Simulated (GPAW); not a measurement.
**Al2Pd (Fm-3m): the Al K absorption edge**

What does one-electron theory with a core hole give for the Al K edge of Al2Pd (Fm-3m)?

Program: GPAW 26.7.0. Level of theory: X-ray absorption from dipole matrix elements to empty bands, plane-wave PAW LDA. Results are calculated unless marked as measured.

### Step 1. Starting point

It takes space group Fm-3m (No. 225, cubic). The conventional cell has a = 5.899 Å, b = 5.899 Å, c = 5.899 Å, α = 90.00°, β = 90.00°, γ = 90.00°. Nearest to Pd lie 8 Al at 2.55 Å. Nearest to Al lie 4 Pd at 2.55 Å. Farther neighbours are not listed.

Structure file:

```cif
data_structure
_symmetry_space_group_name_H-M 'Fm-3m'
_symmetry_Int_Tables_number 225
_cell_length_a 5.8991
_cell_length_b 5.8991
_cell_length_c 5.8991
_cell_angle_alpha 90.000
_cell_angle_beta 90.000
_cell_angle_gamma 90.000
_cell_volume 205.28
loop_
_atom_site_label
_atom_site_type_symbol
_atom_site_symmetry_multiplicity
_atom_site_Wyckoff_symbol
_atom_site_fract_x
_atom_site_fract_y
_atom_site_fract_z
_atom_site_occupancy
Pd1 Pd 4 a 0.00000 0.00000 0.00000 1
Al1 Al 8 c 0.25000 0.25000 0.75000 1
```

### Step 2. The field without a hole

A plain self-consistent run shows whether there is a gap, which decides the set-up of the core-hole run.

Contents of scf.py:

```python
import numpy as np
from ase import Atoms
from ase.parallel import parprint, paropen
from gpaw import GPAW, PW, FermiDirac, Mixer, MixerDif, setup_paths
from gpaw.test import gen
setup_paths.insert(0, '.')
gen('Al', name='nch1s', xcname='LDA', corehole=(1, 0, 0), write_xml=True)
from gpaw.mpi import world
world.barrier()

atoms = Atoms('PdAl2',
    cell=[[0, 2.94953557, 2.94953557],
     [2.94953557, 0, 2.94953557],
     [2.94953557, 2.94953557, 0]],
    scaled_positions=[[0, 0, 0],
     [0.75, 0.75, 0.75],
     [0.25, 0.25, 0.25]],
    pbc=True)
atoms.calc = calc = GPAW(legacy_gpaw=True, mode=PW(430), xc='LDA', setups={1: 'nch1s'},
    kpts={'size': (7, 7, 7), 'gamma': True}, occupations=FermiDirac(0.05),
    charge=0, mixer=Mixer(0.1, 5, 50), maxiter=150,
    convergence={'density': 0.0001}, txt='scf.txt')
energy = atoms.get_potential_energy() + calc.get_reference_energy()
ef = calc.get_fermi_level()
out = dict(energy=energy, fermi=ef, forces=atoms.get_forces().tolist())
parprint(f'all-electron energy {energy:.4f} eV, Fermi level {ef:.4f} eV')
ev = np.array([[calc.get_eigenvalues(k, s) for k in range(len(calc.get_ibz_k_points()))] for s in range(calc.get_number_of_spins())])
out['homo'], out['lumo'], out['counts'] = ev[ev < ef].max(), ev[ev > ef].min(), sorted(set((ev < ef).sum((0, 2)).tolist()))
out['filled'] = (ev[:, 0] < ef).sum(1).tolist()
import json
with paropen('out.json', 'w') as f:
    json.dump(out, f)
```

Run with:

```
> OMP_NUM_THREADS=1 mpirun -n 4 gpaw python scf.py
```

Numbers of over 12 decimals in the logs are rounded to 6 here.

The program printed:

```text
Input parameters:
  convergence: {density: 0.0001}
  kpts: {gamma: True,
         size: (7, 7, 7)}
  maxiter: 150
  mixer: {backend: pulay,
          beta: 0.1,
          method: separate,
          nmaxold: 5,
          weight: 50}
  mode: {ecut: 430.0,
         name: pw}
  occupations: {fixmagmom: False,
                name: fermi-dirac,
                width: 0.05}
  setups: {1: nch1s}

Initialize ...

[... PAW data sets ...]

Reference energy: -150254.920719  # eV

Spin-paired calculation

[... convergence settings ...]
Symmetries present (total): 24
  [... symmetry matrices ...]

343 k-points: 7 x 7 x 7 Monkhorst-Pack grid
20 k-points in the irreducible part of the Brillouin zone
       k-points in crystal coordinates                weights
   0:     0.00000000    0.00000000    0.00000000          1/343
   1:     0.14285714    0.14285714    0.00000000          6/343
   2:     0.14285714    0.14285714    0.14285714          8/343
   3:     0.28571429    0.14285714    0.14285714         12/343
   4:     0.28571429    0.28571429    0.00000000          6/343
   5:     0.28571429    0.28571429    0.14285714         24/343
   6:     0.28571429    0.28571429    0.28571429          8/343
   7:     0.42857143   -0.28571429   -0.28571429         12/343
   8:     0.42857143    0.28571429   -0.42857143         48/343
   9:     0.42857143    0.28571429   -0.28571429         24/343
          ...
  19:     0.42857143    0.42857143    0.42857143          8/343

Wave functions: Plane wave expansion
  Cutoff energy: 430.000 eV
  Number of coefficients (min, max): 1010, 1051
  Pulay-stress correction: 0.000000 eV/Ang^3 (de/decut=0.000000)
  Using FFTW library
  Wavefunction extrapolation:
    Improved wavefunction reuse through dual PAW basis

Occupation numbers: Fermi-Dirac:
  width: 0.0500  # eV

Eigensolver
   Davidson(niter=2)

Densities:
  Coarse grid: 20*20*20 grid
  Fine grid: 40*40*40 grid
  Total Charge: 0.000000

Density mixing:
  Method: separate
  Backend: pulay
  Linear mixing parameter: 0.1
  old densities: 5
  Width of damping distribution: 1.1
  Damping of long wavelength oscillations: 50

[... Hamiltonian set-up ...]
Number of atoms: 3
Number of atomic orbitals: 20
Number of bands in calculation: 18
Number of valence electrons: 22
Bands to converge: occupied

... initialized

Initializing position-dependent things.

Density initialized from atomic densities
Creating initial wave functions:
  18 bands from LCAO basis set

                     Al

            Al

       Pd

Atomic positions and initial magnetic moments

Positions:
   0 Pd     0.000000    0.000000    0.000000    ( 0.0000,  0.0000,  0.0000)
   1 Al     4.424303    4.424303    4.424303    ( 0.0000,  0.0000,  0.0000)
   2 Al     1.474768    1.474768    1.474768    ( 0.0000,  0.0000,  0.0000)

Unit cell:
           periodic     x           y           z      points  spacing
  1. axis:    yes    0.000000    2.949536    2.949536    20     0.1703
  2. axis:    yes    2.949536    0.000000    2.949536    20     0.1703
  3. axis:    yes    2.949536    2.949536    0.000000    20     0.1703

  Lengths:   4.171273   4.171273   4.171273
  Angles:   60.000000  60.000000  60.000000

Effective grid spacing dv^(1/3) = 0.1858

iter:   1   -18.898354
iter:   2   -16.548291   -1.15  -0.99
iter:   3   -15.578615   -0.56  -1.13
iter:   4   -15.529608   -2.37  -1.37
iter:   5   -15.484339   -2.64  -1.49
iter:   6   -15.482497   -2.01  -2.02
iter:   7   -15.479482c  -3.60  -2.34
iter:   8   -15.468589   -2.91  -2.33
iter:   9   -15.468758c  -4.44  -3.16
iter:  10   -15.468726c  -3.89  -3.09
iter:  11   -15.468618c  -5.36  -3.29
iter:  12   -15.468750c  -5.13  -3.30
iter:  13   -15.468865c  -5.30  -3.25
iter:  14   -15.468638c  -4.67  -3.11
iter:  15   -15.468711c  -5.18  -3.66
iter:  16   -15.468615c  -4.74  -3.27
iter:  17   -15.468587c  -6.19  -3.84
iter:  18   -15.468583c  -6.38  -3.89
iter:  19   -15.468583c  -7.20  -4.48c
iter:  20   -15.468583c  -7.62c -4.53c

Converged after 20 iterations.

Dipole moment: (0.000000, 0.000000, 0.000000) |e|*Ang

Energy contributions relative to reference atoms: (reference = -150254.920719)

Kinetic:         +3.506557
Potential:       -5.815195
External:        +0.000000
XC:             -13.084781
Entropy (-ST):   -0.021126
Local:           -0.064602
SIC:             +0.000000
--------------------------
Free energy:    -15.479146
Extrapolated:   -15.468583

Showing only first 2 kpts
 Kpt  Band  Eigenvalues  Occupancy
  0     9      9.83063    0.00000
  0    10     10.83215    0.00000
  0    11     10.83215    0.00000
  0    12     10.83215    0.00000

  1     9      8.72641    0.00000
  1    10      8.72641    0.00000
  1    11      9.42381    0.00000
  1    12      9.55447    0.00000

Fermi level: 6.73451

No gap
No difference between direct/indirect transitions

Forces in eV/Ang:
  0 Pd   -0.00000   -0.00000    0.00000
  1 Al    0.00000    0.00000    0.00000
  2 Al    0.00000   -0.00000    0.00000
Scalar-relativistic atomic LDA calculation for Al (Aluminium, Z=13)
Core hole in 1s state (1s occupation: 2.0)
450 radial gridpoints.
|------------------------------------------------|
|------------------------------------------------|
[... the atom generator's iteration count ...]

Energy contributions:
-------------------------
Kinetic:     +241.907748
XC:           -17.475820
Potential:   -466.184455
-------------------------
Total:       -241.752526

state      eigenvalue         ekin         rmax
-----------------------------------------------
1s^2.0 :   -55.275624    79.068605        0.079
2s^2.0 :    -3.950529    10.716381        0.498
2p^6.0 :    -2.562254     9.904148        0.428
3s^2.0 :    -0.287726     1.129441        2.062
3p^1.0 :    -0.102289     0.654006        2.636
-----------------------------------------------
(units: Bohr and Hartree)

Generating PAW setup
Kinetic energy of the core from tauc = 239.438228
Cutoffs:
rc(s)=2.050
rc(p)=2.050
rc(d)=2.050
rc(vbar)=1.845
rc(comp)=2.050
rc(nct)=2.050

Kinetic energy of the core states: 238.994859
Charge: 0.0
Core electrons: 10.0
Valence electrons: 3.0
Pseudo-core charge: 0.393537
Shape function alpha=2.380
Pseudo-electron charge 3.499916
state    eigenvalue         norm
--------------------------------
3s(2) :    -0.287726     1.053448
*s    :     0.712274
3p(1) :    -0.102289     0.999482
*p    :     0.897711
*d    :     0.000000
--------------------------------

Diagonalizing with gridspacing h=0.050

state   all-electron     PAW
-------------------------------
3s:      -0.287726    -0.287811
3p:      -0.102289    -0.102345
*d:                    0.027274
*f:                    0.064816
-------------------------------
all-electron energy -150270.3893 eV, Fermi level 6.7345 eV
```

It took 7.5 s on 4 MPI ranks of Arm Neoverse N1, shared host; peak memory 0.17 GiB; 29 s of CPU time.

The mesh shows no gap, so the system is treated as a metal and the core electron is put at the Fermi level (neutral cell).

### Step 3. Spectrum without a core hole, Al atom 2

Without a hole the spectrum is the empty density of states of the right symmetry on the absorber, weighted by matrix elements. It needs only the small cell and serves as the baseline. The data set with a hole of occupation 0 only carries the core orbital.

The absorber has 4 Pd at 2.55 Å and 6 Al at 2.95 Å (10-fold, site symmetry -43m).

Contents of xas.py:

```python
import numpy as np
from ase import Atoms
from ase.parallel import parprint, paropen
from gpaw import GPAW, PW, FermiDirac, Mixer, MixerDif, setup_paths
from gpaw.test import gen
setup_paths.insert(0, '.')
gen('Al', name='nch1s', xcname='LDA', corehole=(1, 0, 0), write_xml=True)
from gpaw.mpi import world
world.barrier()

atoms = Atoms('PdAl2',
    cell=[[0, 2.94953557, 2.94953557],
     [2.94953557, 0, 2.94953557],
     [2.94953557, 2.94953557, 0]],
    scaled_positions=[[0, 0, 0],
     [0.75, 0.75, 0.75],
     [0.25, 0.25, 0.25]],
    pbc=True)
atoms.calc = calc = GPAW(legacy_gpaw=True, mode=PW(430), xc='LDA', setups={1: 'nch1s'},
    kpts={'size': (10, 10, 10), 'gamma': True}, occupations=FermiDirac(0.1),
    charge=0, mixer=Mixer(0.1, 5, 50), maxiter=150,
    convergence={'density': 0.0001}, txt='scf.txt')
energy = atoms.get_potential_energy() + calc.get_reference_energy()
ef = calc.get_fermi_level()
out = dict(energy=energy, fermi=ef, forces=atoms.get_forces().tolist())
parprint(f'all-electron energy {energy:.4f} eV, Fermi level {ef:.4f} eV')
ev = np.array([[calc.get_eigenvalues(k, s) for k in range(len(calc.get_ibz_k_points()))] for s in range(calc.get_number_of_spins())])
out['homo'], out['lumo'], out['counts'] = ev[ev < ef].max(), ev[ev > ef].min(), sorted(set((ev < ef).sum((0, 2)).tolist()))
out['filled'] = (ev[:, 0] < ef).sum(1).tolist()

from ase.units import Ha
from gpaw.xas import dipole_matrix_elements
nb = int(calc.get_number_of_electrons() / 2) + 39
top = nb
nscf = calc.fixed_density(kpts={'size': (6, 6, 6), 'gamma': True},
    convergence={'eigenstates': 1.0}, txt='nscf.txt')
nscf.diagonalize_full_hamiltonian(nbands=nb)
cell = atoms.cell.array
ops = [cell.T @ U.T @ np.linalg.inv(cell.T) for U in nscf.wfs.kd.symmetry.op_scc]
E = np.arange(-25, 34, 0.1)
fwhm = np.interp(E, [4, 25], [0.9, 3.5])
Y, X, zero, highest = 0, 0, 1e9, 1e9
for spin in range(nscf.get_number_of_spins()):
    wfs = nscf.wfs
    A = dipole_matrix_elements(wfs.setups[1])
    eps = np.zeros((wfs.kd.nibzkpts, nb))
    d = np.zeros((3, A.shape[1], wfs.kd.nibzkpts, nb), complex)
    for kpt in wfs.kpt_u:
        if kpt.s == spin and 1 in kpt.P_ani:
            eps[kpt.k] = kpt.eps_n * Ha
            d[:, :, kpt.k] = (kpt.weight * wfs.nspins / 2) ** 0.5 * np.inner(A, kpt.P_ani[1])
    world.sum(eps)
    world.sum(d)
    T = np.einsum('amkn,bmkn->abkn', d, d.conj()).real
    T = sum(np.einsum('ai,ijkn,bj->abkn', R, T, R) for R in ops) / len(ops)
    empty = eps > ef
    zero, highest = min(zero, eps[empty].min()), min(highest, eps[:, top - 1].min())
    lines = [(eps, T, empty)] if spin == 0 else lines + [(eps, T, empty)]
for eps, T, empty in lines:
    f = np.einsum('aakn->akn', T).reshape(3, -1)
    x = eps.ravel() - zero
    w = np.interp(x, E, fwhm) / 2.35482
    g = np.exp(-0.5 * ((E[:, None] - x) / w) ** 2) / (w * (2 * np.pi) ** 0.5)
    Y = Y + (f * empty.ravel()) @ g.T
    X = X + (f * ~empty.ravel()) @ g.T
out.update(E=E.round(2).tolist(), xas=Y.tolist(), xes=X.tolist(), zero=zero, valid=highest - zero, nk=len(eps), nb=nb)
for i in range(0, len(E), 10):
    parprint(f'{E[i]:7.2f}', *(f'{v:10.3e}' for v in Y[:, i]))
import json
with paropen('out.json', 'w') as f:
    json.dump(out, f)
```

Run with:

```
> OMP_NUM_THREADS=1 mpirun -n 4 gpaw python xas.py
```

The program printed:

```text
Input parameters:
  convergence: {density: 0.0001}
  kpts: {gamma: True,
         size: (10, 10, 10)}
  maxiter: 150
  mixer: {backend: pulay,
          beta: 0.1,
          method: separate,
          nmaxold: 5,
          weight: 50}
  mode: {ecut: 430.0,
         name: pw}
  occupations: {fixmagmom: False,
                name: fermi-dirac,
                width: 0.1}
  setups: {1: nch1s}

Initialize ...

[...]
*p    :     0.897711
*d    :     0.000000
--------------------------------

Diagonalizing with gridspacing h=0.050

state   all-electron     PAW
-------------------------------
3s:      -0.287726    -0.287811
3p:      -0.102289    -0.102345
*d:                    0.027274
*f:                    0.064816
-------------------------------
all-electron energy -150270.4186 eV, Fermi level 6.7756 eV
[...]
32.00  8.106e-06  8.106e-06  8.106e-06
  33.00  8.235e-06  8.235e-06  8.235e-06
[key lines of the parts left out:]
Converged after 22 iterations.
Dipole moment: (0.000000, 0.000000, 0.000000) |e|*Ang
Free energy:    -15.515606
Fermi level: 6.77558
```

It took 32 s on 4 MPI ranks; peak memory 0.32 GiB; 2.1 min of CPU time.

The Al K spectrum, Al atom 2, no core hole (energy from the lowest empty level; intensity scaled to a mean of 1 over the first 20 eV):

| E (eV) | intensity |
| --- | --- |
| -2.00 | 0.00 |
| -1.25 | 0.00 |
| -0.50 | 0.08 |
| 0.25 | 0.50 |
| 1.00 | 0.60 |
| 1.75 | 0.35 |
| 2.50 | 0.31 |
| 3.25 | 0.47 |
| 4.00 | 0.68 |
| 4.75 | 1.12 |
| 5.50 | 1.12 |
| 6.25 | 1.36 |
| 7.00 | 1.46 |
| 7.75 | 1.34 |
| 8.50 | 1.26 |
| 9.25 | 1.29 |
| 10.00 | 1.29 |
| 10.75 | 1.10 |
| 11.50 | 1.00 |
| 12.25 | 1.04 |
| 13.00 | 1.02 |
| 13.75 | 1.06 |
| 14.50 | 1.19 |
| 15.25 | 1.23 |
| 16.00 | 1.13 |
| 16.75 | 1.06 |
| 17.50 | 1.05 |
| 18.25 | 1.02 |
| 19.00 | 0.93 |
| 19.75 | 0.84 |
| 20.50 | 0.77 |
| 21.25 | 0.72 |
| 22.00 | 0.66 |
| 22.75 | 0.60 |
| 23.50 | 0.53 |
| 24.25 | 0.49 |
| 25.00 | 0.50 |
| 25.75 | 0.54 |
| 26.50 | 0.61 |
| 27.25 | 0.71 |
| 28.00 | 0.81 |
| 28.75 | 0.91 |
| 29.50 | 0.98 |
| 30.25 | 1.01 |
| 31.00 | 1.02 |
| 31.75 | 1.02 |

Main maxima below 24 eV (height): 0.9 eV (0.60), 4.9 eV (1.13), 7.0 eV (1.46), 9.7 eV (1.31) and 15.0 eV (1.23). A K edge sees empty p states on the absorber.

The same matrix elements for filled bands give the Al K emission of Al atom 2 (ground-state approximation; energy from the lowest empty level, largest value 1):

| E (eV) | emission |
| --- | --- |
| -24.00 | 0.00 |
| -23.25 | 0.00 |
| -22.50 | 0.00 |
| -21.75 | 0.00 |
| -21.00 | 0.00 |
| -20.25 | 0.00 |
| -19.50 | 0.00 |
| -18.75 | 0.00 |
| -18.00 | 0.00 |
| -17.25 | 0.00 |
| -16.50 | 0.00 |
| -15.75 | 0.00 |
| -15.00 | 0.00 |
| -14.25 | 0.00 |
| -13.50 | 0.00 |
| -12.75 | 0.00 |
| -12.00 | 0.00 |
| -11.25 | 0.00 |
| -10.50 | 0.00 |
| -9.75 | 0.00 |
| -9.00 | 0.01 |
| -8.25 | 0.05 |
| -7.50 | 0.11 |
| -6.75 | 0.12 |
| -6.00 | 0.21 |
| -5.25 | 0.52 |
| -4.50 | 0.99 |
| -3.75 | 0.62 |
| -3.00 | 0.45 |
| -2.25 | 0.47 |
| -1.50 | 0.69 |
| -0.75 | 0.89 |
| 0.00 | 0.52 |
| 0.75 | 0.03 |
| 1.50 | 0.00 |
| 2.25 | 0.00 |
| 3.00 | 0.00 |

Emission maxima: -4.6 eV (1.00) and -0.6 eV (0.91).

### Step 4. Reference energy of the supercell

The photon energy needs a difference of total energies, so the cell and mesh of the coming hole run are first run without a hole.

scf.py, as its differences from that of step 2:

```diff
@@ -10,12 +10,27 @@
 
-atoms = Atoms('PdAl2',
-    cell=[[0, 2.94953557, 2.94953557],
-     [2.94953557, 0, 2.94953557],
-     [2.94953557, 2.94953557, 0]],
+atoms = Atoms('Pd6Al12',
+    cell=[[2.94953557, -5.89907114, -2.94953557],
+     [-5.89907114, 2.94953557, -2.94953557],
+     [2.94953557, 5.89907114, -2.94953557]],
     scaled_positions=[[0, 0, 0],
-     [0.75, 0.75, 0.75],
-     [0.25, 0.25, 0.25]],
+     [0.66666667, 0.33333333, 0],
+     [0.33333333, 0.66666667, 0],
+     [0.5, 0, 0.5],
+     [0.16666667, 0.33333333, 0.5],
+     [0.83333333, 0.66666667, 0.5],
+     [0.125, 0, 0.375],
+     [0.79166667, 0.33333333, 0.375],
+     [0.45833333, 0.66666667, 0.375],
+     [0.625, 0, 0.875],
+     [0.29166667, 0.33333333, 0.875],
+     [0.95833333, 0.66666667, 0.875],
+     [0.70833333, 0.66666667, 0.125],
+     [0.375, 0, 0.125],
+     [0.04166667, 0.33333333, 0.125],
+     [0.20833333, 0.66666667, 0.625],
+     [0.875, 0, 0.625],
+     [0.54166667, 0.33333333, 0.625]],
     pbc=True)
-atoms.calc = calc = GPAW(legacy_gpaw=True, mode=PW(430), xc='LDA', setups={1: 'nch1s'},
-    kpts={'size': (7, 7, 7), 'gamma': True}, occupations=FermiDirac(0.05),
+atoms.calc = calc = GPAW(legacy_gpaw=True, mode=PW(430), xc='LDA', setups={6: 'nch1s'},
+    kpts={'size': (3, 3, 3), 'gamma': True}, occupations=FermiDirac(0.1),
     charge=0, mixer=Mixer(0.1, 5, 50), maxiter=150,
```

Run with:

```
> OMP_NUM_THREADS=1 mpirun -n 4 gpaw python scf.py
```

The program printed:

```text
Input parameters:
  convergence: {density: 0.0001}
  kpts: {gamma: True,
         size: (3, 3, 3)}
  maxiter: 150
  mixer: {backend: pulay,
          beta: 0.1,
          method: separate,
          nmaxold: 5,
          weight: 50}
  mode: {ecut: 430.0,
         name: pw}
  occupations: {fixmagmom: False,
                name: fermi-dirac,
                width: 0.1}
  setups: {6: nch1s}

Initialize ...

[...]
3s(2) :    -0.287726     1.053448
*s    :     0.712274
3p(1) :    -0.102289     0.999482
*p    :     0.897711
*d    :     0.000000
--------------------------------

Diagonalizing with gridspacing h=0.050

state   all-electron     PAW
-------------------------------
3s:      -0.287726    -0.287811
3p:      -0.102289    -0.102345
*d:                    0.027274
*f:                    0.064816
-------------------------------
all-electron energy -901622.4546 eV, Fermi level 6.7072 eV
[key lines of the parts left out:]
Converged after 24 iterations.
Dipole moment: (-0.000000, 0.000000, 0.000000) |e|*Ang
Free energy:    -93.048426
Fermi level: 6.70722
```

The job ended after 2.1 min (4 MPI ranks; peak memory 0.28 GiB).

Reference energy: -901622.455 eV with the cores included.

[end of part 1 of 3]

[Banner, clock and machine lines of the logs are left out without a mark of their own.]

[Logs are printed without paths, hosts, clocks, repeated set-up lines and the standing remarks that a program may print on its own settings, such as how far it seeks lower states.]

[Hosts, paths, dates, database ids (printed as entryN), source tags and the programs' standing remarks are cut or masked in the printed files.]

[Lists of maxima count a maximum above −3 eV only where it reaches 4 % of the highest in the window and stands out from its surroundings by 2 % of it (1.5 % where it reaches 55 %); shoulders and weaker maxima are passed over, and of the rest the first, up to two pre-edge ones and the few strongest are named.]
